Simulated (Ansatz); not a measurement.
# BaLiCl3 (built on the sites of a database entry of BaLiF3): a soft mode frozen in, part 2 of 2

Aim: this structure of BaLiCl3 (built on the sites of a database entry of BaLiF3) is to be tested for unstable modes, and one is followed downhill.

Ansatz 0.2.0; DFT PBEsol, scalar-relativistic, plane waves, PAW.

So far, highest frequency on the path or at a solved wavevector (cm⁻¹): step 2 (phonons on a q mesh) 381. Also lowest frequency on the path (cm⁻¹): step 2 -81.9.

The structure was built from a prototype and need not be the compound's stable phase.

**6. Relaxation from the frozen mode**

Starting from the lowest point found, all atoms and the cell are let go, so that strain and other modes of the same symmetry can join in.

Input file input.yaml:

```yaml
crystal:
  lattice:
    - [-4.7920317519, 0.0, 0.0]
    - [0.0, -4.7920317519, -4.7920317519]
    - [0.0, -4.7920317519, 4.7920317519]
  atoms:
    - { symbol: Ba, position: [1.0, 1.0, 0.0] }
    - { symbol: Ba, position: [1.0, 0.5, 0.5] }
    - { symbol: Li, position: [0.5, 0.0, 0.5] }
    - { symbol: Li, position: [0.5, 0.5, 0.0] }
    - { symbol: Cl, position: [0.0, 0.0, 0.5] }
    - { symbol: Cl, position: [0.0, 0.5, 0.0] }
    - { symbol: Cl, position: [0.5, 0.7030470557, 0.7030470557] }
    - { symbol: Cl, position: [0.5, 0.2969529443, 0.2969529443] }
    - { symbol: Cl, position: [0.5, 0.7969529443, 0.2030470557] }
    - { symbol: Cl, position: [0.5, 0.2030470557, 0.7969529443] }
kpoints:
  mp_grid: { grid: [4, 4, 4] }
hamiltonian:
  xc: pbesol
scf:
  occupations: { method: fixed }
output:
  forces: true
  stress: true
  eigenvalues: true
  write_density: true
  write_potential: true
  elf: true
  volumetric_format: npy
relax:
  adjacent_minimum: "off"
  f_tol: 0.002
  max_steps: 120
  cell: { stress_tol: 0.03 }
```

The run is started by

```
ansatz run input.yaml --threads 4 --pin off --max-ram 7168MiB --backend cpu --events-out ev --progress --plain --runs-dir out
```

Numbers of over 12 decimals in the logs are rounded to 6 here.

Output:

```text
[...]
Crystal: 10 atoms, lattice volume = 220.084 Å³
Basis set: ecut = 420 eV, 4269 PW (Γ), exchange–correlation on 72×96×96 points (8 copies of the dense FFT grid, shifted against one another)
Bands: 44, of which v1, the nominal top of the filled ones, is band 34 counted from 1 (33 counted from 0)
Symmetry: 16 space group operations
[...]
k-points: 18 of 64
[...]
SCF iter   1: F=—  HF=-18518.506724 eV  |F-HF|=—  |Δ(HF+E_count)|=         —  Δρ=4.23e-3  dr2=5.60e-2  ethr=1.77e-3  ⟨swp⟩=6.0  Hψ=3596  notcnv=0  defer=125
[...]
SCF iter   6: F=-18518.491016 eV  HF=-18518.491016 eV  |F-HF|=7.84e-9  |Δ(HF+E_count)|=   5.04e-7  Δρ=3.75e-6  dr2=4.03e-8  ethr=1.47e-10  ⟨swp⟩=20.4  Hψ=7988  notcnv=0
SCF 1 converged in 6 iterations: F = -18518.491016 eV  dr2 = 4.03e-8
[...]
relax step   1: F+E_penalty+E_count = -18518.49101644 eV  Δ(F+E_penalty+E_count) = +0.000e0 eV  max|allowed force component| = 2.247e-2 eV/Å  Δτ_max = 0.0000 Å  P = +1.145 GPa  Ω = 220.084 Å³  (6 SCF iters, dr2 threshold 1.00e-7 eV, accepted)
Crystal: 10 atoms, lattice volume = 226.197 Å³
Basis set: ecut = 420 eV, 4397 PW (Γ), exchange–correlation on 72×96×96 points (8 copies of the dense FFT grid, shifted against one another)
[...]
iter 1 solved again at ethr=9.35e-6 eV; its pass at ethr=3.10e-3 eV (dr2=6.36e-3 eV) is discarded
[...]
SCF iter   5: F=-18518.525174 eV  HF=-18518.525174 eV  |F-HF|=4.52e-8  |Δ(HF+E_count)|=   1.09e-6  Δρ=5.88e-6  dr2=6.26e-8  ethr=1.47e-9  ⟨swp⟩=17.8  Hψ=7824  notcnv=0
SCF 2 converged in 5 iterations: F = -18518.525174 eV  dr2 = 6.26e-8
[...]
relax step   2: F+E_penalty+E_count = -18518.52517430 eV  Δ(F+E_penalty+E_count) = -3.416e-2 eV  max|allowed force component| = 4.805e-2 eV/Å  Δτ_max = 0.0005 Å  P = -0.061 GPa  Ω = 226.197 Å³  energy of the carried Pulay correction = -8.576e-5 eV  (5 SCF iters, dr2 threshold 1.00e-6 eV, accepted)
Crystal: 10 atoms, lattice volume = 226.403 Å³
Basis set: ecut = 420 eV, 4389 PW (Γ), exchange–correlation on 72×96×96 points (8 copies of the dense FFT grid, shifted against one another)
[...]
SCF iter   5: F=-18518.532698 eV  HF=-18518.532698 eV  |F-HF|=2.51e-10  |Δ(HF+E_count)|=   8.12e-8  Δρ=3.01e-6  dr2=2.71e-8  ethr=3.25e-10  ⟨swp⟩=17.4  Hψ=7385  notcnv=0
SCF 3 converged in 5 iterations: F = -18518.532698 eV  dr2 = 2.71e-8
relax step   3: F+E_penalty+E_count = -18518.53269771 eV  Δ(F+E_penalty+E_count) = -7.523e-3 eV  max|allowed force component| = 3.593e-2 eV/Å  Δτ_max = 0.0241 Å  P = -0.051 GPa  Ω = 226.403 Å³  energy of the carried Pulay correction = -8.863e-5 eV  (5 SCF iters, dr2 threshold 2.21e-7 eV, accepted)
[...]
relax step   4: F+E_penalty+E_count = -18518.53618749 eV  Δ(F+E_penalty+E_count) = -3.490e-3 eV  max|allowed force component| = 1.408e-4 eV/Å  Δτ_max = 0.0390 Å  P = +0.009 GPa  Ω = 226.747 Å³  energy of the carried Pulay correction = -9.338e-5 eV  (5 SCF iters, dr2 threshold 8.07e-8 eV, accepted)
[...]
SCF iter   6: F=-18518.536318 eV  HF=-18518.536318 eV  |F-HF|=0.00e0  |Δ(HF+E_count)|=  2.47e-10  Δρ=5.87e-8  dr2=5.09e-12  ethr=1.00e-12  ⟨swp⟩=18.7  Hψ=6396  notcnv=0
SCF 5 converged in 6 iterations: F = -18518.536318 eV  dr2 = 5.09e-12
relax step   5: F+E_penalty+E_count = -18518.53631778 eV  Δ(F+E_penalty+E_count) = -1.303e-4 eV  max|allowed force component| = 1.376e-4 eV/Å  Δτ_max = 0.0000 Å  P = +0.010 GPa  Ω = 226.747 Å³  stress off target by 2.56e-2 GPa  SCF on the basis re-selected at this cell (its energy is not comparable with the rows above)  (6 SCF iters)
basis re-selected at this cell: Δ(F+E_penalty+E_count) = -1.303e-4 eV, ΔP = +0.001 GPa vs the last step (what re-selecting the basis moved, of the pressure what is left beyond the Pulay correction that the steps carried, after the strain that the cell walked since its last selection, with what the two solves' SCF thresholds leave and, on support functions, any second-order correction that the steps lacked; it is no m [...]
SCF converged after 6 iterations
Free energy (F): -18518.536318 eV
[...]
Internal energy: -18518.536318 eV  (E = F + TS)
E sigma→0 (E₀):  -18518.536318 eV
Fermi energy:    4.231660 eV
[...]
--- Forces (eV/Å), atoms counted from 1 ---
  atom   1  Ba    -0.00000000    -0.00000000    -0.00000000
  atom   2  Ba    -0.00000000    -0.00000000     0.00000000
  atom   3  Li     0.00000000     0.00000000     0.00000000
  atom   4  Li     0.00000000    -0.00000000     0.00000000
  atom   5  Cl    -0.00000000     0.00000000     0.00000000
  atom   6  Cl     0.00000000     0.00000000     0.00000000
  atom   7  Cl     0.00000000    -0.00013760    -0.00000000
  atom   8  Cl     0.00000000     0.00013760     0.00000000
  atom   9  Cl    -0.00000000     0.00000000     0.00013760
  atom  10  Cl     0.00000000     0.00000000    -0.00013760
  max |Σ_I F_I| component: 1.41e-18 eV/Å
--- Stress (GPa, compression-positive) ---
       -0.020637       0.000000       0.000000
        0.000000       0.025585      -0.000000
        0.000000      -0.000000       0.025585
  P = ⅓ Tr σ = 0.0102 GPa (0.102 kbar)
--- Band table (eV; the first three rows and the last of 18) ---
  k-point 0: bands = [... 30 lower, 3.9679, 4.1286, 4.2317, 4.2317, 8.4814, 9.1130, 9.7777, 9.7777, ... 6 higher]
  k-point 1: bands = [... 30 lower, 3.8307, 3.9205, 4.0100, 4.1944, 8.8448, 9.4908, 9.9881, 9.9903, ... 6 higher]
  k-point 2: bands = [... 30 lower, 3.6742, 3.6742, 4.0738, 4.0738, 9.7376, 9.7376, 10.0621, 10.0621, ... 6 higher]
  k-point 17: bands = [... 30 lower, 3.8785, 3.8785, 4.0249, 4.0249, 10.3865, 10.3865, 10.4491, 10.4491, ... 6 higher]
--- Relaxed structure (4 steps of the walk, 4 accepted, 1 SCFs on fresh bases) ---
  F+E_penalty+E_count = -18518.53631778 eV   max|allowed force component| = 1.376e-4 eV/Å   (the final SCF, on the basis selected at the relaxed cell)
  cell:  # Å, volume = 226.7475 Å³
    - [-4.953646, 0, 0]
    - [0, -4.784028, -4.784028]
    - [0, -4.784028, 4.784028]
  atoms:
    - { symbol: Ba, position: [1.0, 1.0, 0.0] }
    - { symbol: Ba, position: [1.0, 0.5, 0.5] }
    - { symbol: Li, position: [0.5, 0.0, 0.5] }
    - { symbol: Li, position: [0.5, 0.5, 0.0] }
    - { symbol: Cl, position: [0, 0.0, 0.5] }
    - { symbol: Cl, position: [0, 0.5, 0.0] }
    - { symbol: Cl, position: [0.5, 0.696410, 0.696410] }
    - { symbol: Cl, position: [0.5, 0.303590, 0.303590] }
    - { symbol: Cl, position: [0.5, 0.803590, 0.196410] }
    - { symbol: Cl, position: [0.5, 0.196410, 0.803590] }
```

Run time: 15 s. Hardware: 4 threads of Arm Neoverse V2, shared host; peak memory 0.69 GiB; 59 s of CPU time.

Step by step:

```
step  energy less that of the first step (eV)  largest force component (eV/Å)  pressure (GPa)  volume (Å³)
   1                                   0.0000                          0.0225            1.15       220.08
   2                                  -0.0342                          0.0481           -0.06       226.20
   3                                  -0.0417                          0.0359           -0.05       226.40
   4                                  -0.0452                          0.0001            0.01       226.75
  5*                                  -0.0453                          0.0001            0.01       226.75
```

Relaxation steps marked * repeat the geometry before them on a plane-wave basis chosen anew for their cell, so energy and pressure can jump there.

The run keeps the 16 symmetry operations that it works with, so distortions that break them were not tested.

```
     cell as run  before  after  change
           a (Å)   4.792  4.954  +3.4 %
           b (Å)   6.777  6.766  -0.2 %
           c (Å)   6.777  6.766  -0.2 %
volume (Å³/atom)   22.01  22.67  +3.0 %
```

The atoms that moved most (Å, as changes of fractional coordinates times the final cell):

```
atom     dx      dy      dz  length
 Cl7  0.000   0.064   0.000   0.064
 Cl8  0.000  -0.064   0.000   0.064
Cl10  0.000   0.000   0.064   0.064
 Cl9  0.000   0.000  -0.064   0.064
```

Final coordinates:

```
Ba Li Cl
1.0
    -4.95365    0.00000    0.00000
     0.00000   -4.78403   -4.78403
     0.00000   -4.78403    4.78403
Ba Li Cl
2 2 6
Cartesian
  -4.9536 -4.7840 -4.7840
  -4.9536 -4.7840 0.0000
  -2.4768 -2.3920 2.3920
  -2.4768 -2.3920 -2.3920
  0.0000 -2.3920 2.3920
  0.0000 -2.3920 -2.3920
  -2.4768 -6.6633 0.0000
  -2.4768 -2.9048 0.0000
  -2.4768 -4.7840 -2.9048
  -2.4768 -4.7840 2.9048
```

This step gave:

- pressure: 0.01018 GPa
- gap on the k-mesh: 4.250 eV
- volume per atom: 22.67 Å³

Electrostatic potential energy in the ac plane at fractional y = 0.000, with atoms of Ba and Li and Cl within 0.2 Å of it. With pseudopotentials it is smooth inside the atoms' cores, unlike the true potential.

Values in eV, 19 rows by 14 columns, each cell a mean:
```
-38 -35 -23  -5   5   9  10  10   9   7   2 -13 -30 -37
-31 -26 -14   0   6   9  10  10  10   8   4  -5 -20 -29
-15 -10  -2   5   8   9  10  10  10   9   7   2  -5 -13
  1   3   5   7   9  10  10  10  10   9   8   6   4   2
  7   7   8   9  10  10  10  10  10  10  10   9   8   7
  8   9   9  10  10   9   9   9   9  10  10  10   9   8
  0   4   8  10   9   8   6   6   7   9  10   9   7   2
-27 -15   2   8   8   4  -4  -6   0   6   8   7  -4 -22
-40 -34  -9   6   6  -3 -19 -24 -13   3   7   2 -21 -39
-40 -37 -12   6   6  -6 -24 -30 -17   2   7   1 -25 -40
-36 -25  -3   7   7   1 -11 -15  -6   5   8   5 -12 -33
-10  -2   6   9   9   7   4   2   5   8   9   8   3  -6
  6   8   9  10  10   9   8   8   8   9  10  10   9   7
  8   8   9  10  10  10  10   9  10  10  10   9   9   8
  4   5   7   8   9  10  10  10  10  10   9   8   6   5
 -7  -3   2   6   8   9  10  10  10   9   7   4   0  -5
-25 -20  -8   2   7   9  10  10  10   8   5  -2 -14 -23
-36 -32 -20  -3   5   9  10  10  10   8   3 -10 -26 -35
-39 -36 -26  -7   5   8  10  10   9   7   1 -15 -31 -38
```
Columns run along a (5.0 Å; values clipped at the 3rd and 97th percentile), rows up along c (6.8 Å). Atoms in or near the plane, at fractional coordinates: Ba at (0.00, 0.00), Li at (0.50, 0.50), Cl at (0.00, 0.50).

ELF in the ac plane at fractional y = 0.000, with atoms of Ba and Li and Cl within 0.2 Å of it. It is the smooth field of the valence electrons, not physical close to the nuclei.

Values, 19 rows by 14 columns, each cell a mean:
```
0.11 0.53 0.85 0.66 0.13 0.05 0.08 0.09 0.06 0.05 0.34 0.80 0.78 0.28
0.72 0.83 0.82 0.44 0.08 0.13 0.27 0.31 0.22 0.08 0.18 0.65 0.86 0.78
0.84 0.78 0.54 0.16 0.08 0.27 0.44 0.47 0.38 0.16 0.08 0.31 0.68 0.82
0.40 0.30 0.13 0.04 0.10 0.31 0.45 0.47 0.41 0.21 0.06 0.06 0.20 0.36
0.08 0.06 0.04 0.03 0.09 0.23 0.34 0.36 0.30 0.16 0.05 0.03 0.05 0.07
0.54 0.45 0.25 0.08 0.05 0.11 0.17 0.19 0.15 0.08 0.05 0.13 0.35 0.50
0.84 0.79 0.63 0.29 0.06 0.04 0.04 0.05 0.04 0.04 0.13 0.45 0.73 0.82
0.83 0.86 0.82 0.59 0.15 0.02 0.16 0.24 0.08 0.04 0.34 0.72 0.85 0.85
0.52 0.78 0.87 0.76 0.23 0.14 0.79 0.92 0.52 0.04 0.50 0.83 0.85 0.67
0.34 0.73 0.87 0.78 0.24 0.20 0.90 0.98 0.67 0.04 0.53 0.84 0.84 0.56
0.75 0.84 0.85 0.69 0.19 0.05 0.43 0.59 0.22 0.04 0.43 0.79 0.86 0.80
0.86 0.84 0.74 0.43 0.09 0.03 0.03 0.04 0.03 0.04 0.21 0.59 0.80 0.86
0.72 0.65 0.43 0.15 0.05 0.07 0.11 0.12 0.10 0.06 0.07 0.26 0.54 0.70
0.22 0.17 0.09 0.04 0.07 0.17 0.26 0.29 0.23 0.12 0.05 0.05 0.13 0.20
0.16 0.11 0.05 0.03 0.11 0.29 0.41 0.44 0.37 0.20 0.06 0.03 0.07 0.14
0.72 0.62 0.34 0.09 0.09 0.31 0.46 0.49 0.41 0.19 0.06 0.17 0.48 0.69
0.84 0.86 0.73 0.31 0.07 0.19 0.36 0.40 0.30 0.11 0.12 0.52 0.82 0.85
0.38 0.70 0.85 0.58 0.10 0.07 0.15 0.17 0.12 0.06 0.28 0.76 0.83 0.53
0.02 0.38 0.84 0.71 0.16 0.03 0.04 0.05 0.04 0.05 0.40 0.83 0.72 0.12
```
Columns run along a (5.0 Å), rows up along c (6.8 Å). Atoms in or near the plane, at fractional coordinates: Ba at (0.00, 0.00), Li at (0.50, 0.50), Cl at (0.00, 0.50).

Valence density in the ac plane at fractional y = 0.000, with atoms of Ba and Li and Cl within 0.2 Å of it. It is the smooth field of the valence electrons, not physical close to the nuclei.

Ten steps, logarithmic in the rise over the least value, from '_' (0.0 e/Å³) to '@' (7.0 e/Å³), each cell a mean:
```
++****==..__________::++**++
****++--..__....____..==++**
++==--..__........__..::==++
::::..____....::..______..::
..________........________..
::::..______....________..::
====::..______________::--==
****==::____--==::__..--++**
++**++--..--%%@@**..::==****
--****--..==@@@@##..::==****
****++--....++**==__..==****
++++--..____....____..::==++
--::..________________..::--
....________......________..
....______....::..________..
==--::..__........____..::==
**++==::____......__..--++**
++**++--..__________::==****
--++**==..__________::++**++
```
Columns run along a (5.0 Å), rows up along c (6.8 Å). Atoms in or near the plane, at fractional coordinates: Ba at (0.00, 0.00), Li at (0.50, 0.50), Cl at (0.00, 0.50).

The distorted start has space group P4/mbm; the relaxation ends in P4/mbm.

**7. The phases reached**

The phases reached along the modes that were followed are set side by side.

Energies are those of the first relaxation, on the mesh of the frozen mode; space group, volume and gap are those of the last relaxation. Phases, by row:

```
                  mode frozen in  space group  energy from parent (meV/atom)  volume (Å³/atom)  gap on mesh (eV)  lowest zone-centre optical mode (cm⁻¹)  largest shift (Å)
                          parent        Pm-3m                              0             22.01             4.149                                       –                  –
q = (-0.5, -0.5, -0.5), 82i cm⁻¹       I4/mcm                         -22.43             22.68              4.36                                       –              0.533
q = (-0.5, -0.5, -0.5), 82i cm⁻¹         R-3c                         -23.26             22.81             4.904                                       –              0.455
q = (-0.5, -0.5, -0.5), 82i cm⁻¹         Imma                         -24.23             22.94              4.58                                       –              0.551
   q = (0, -0.5, -0.5), 73i cm⁻¹       P4/mbm                         -16.87             22.67              4.25                                       –              0.513
```

**8. What came out**

```json
{"unstable mode of the parent": "q = (0, -0.5, -0.5), 73i cm⁻¹", "depth at the lowest point sampled": "12.3 meV/atom", "largest atomic shift at that point": "0.45 Å", "space group reached (within 0.01 Å)": "P4/mbm", "energy gained over the parent (first relaxation, on the mesh of the frozen mode)": "16.9 meV/atom", "volume per atom, phase reached": "22.7 Å³", "gap on the k-mesh, phase reached": "4.25 eV"}
```

Along this mode the structure falls into P4/mbm, 16.9 meV/atom below the parent. At the parent's cell the well is 12.34 meV/atom deep on the steps tried, with its lowest point at a shift of 0.45 Å. Relaxing atoms and cell changes the gain by +4.53 meV/atom against the lowest step (energies at zero smearing). The modes of the phase reached were not computed on this path. Of the 4 patterns followed to their end from this parent, this one ends 7.36 meV/atom above the lowest, Imma. Each path keeps the symmetry of its pattern, so a lower phase may lie along a pattern not tried. Spin-orbit coupling is left out, which can matter for the heavy elements here. The starting cell was built on a prototype and not taken from a measurement, so the phase need not exist.

[Logs are printed without paths, hosts, clocks, repeated set-up lines and the standing remarks that a program may print on its own settings, such as how far it seeks lower states.]

[Hosts, paths, dates, database ids (printed as entryN), source tags and the programs' standing remarks are cut or masked in the printed files.]
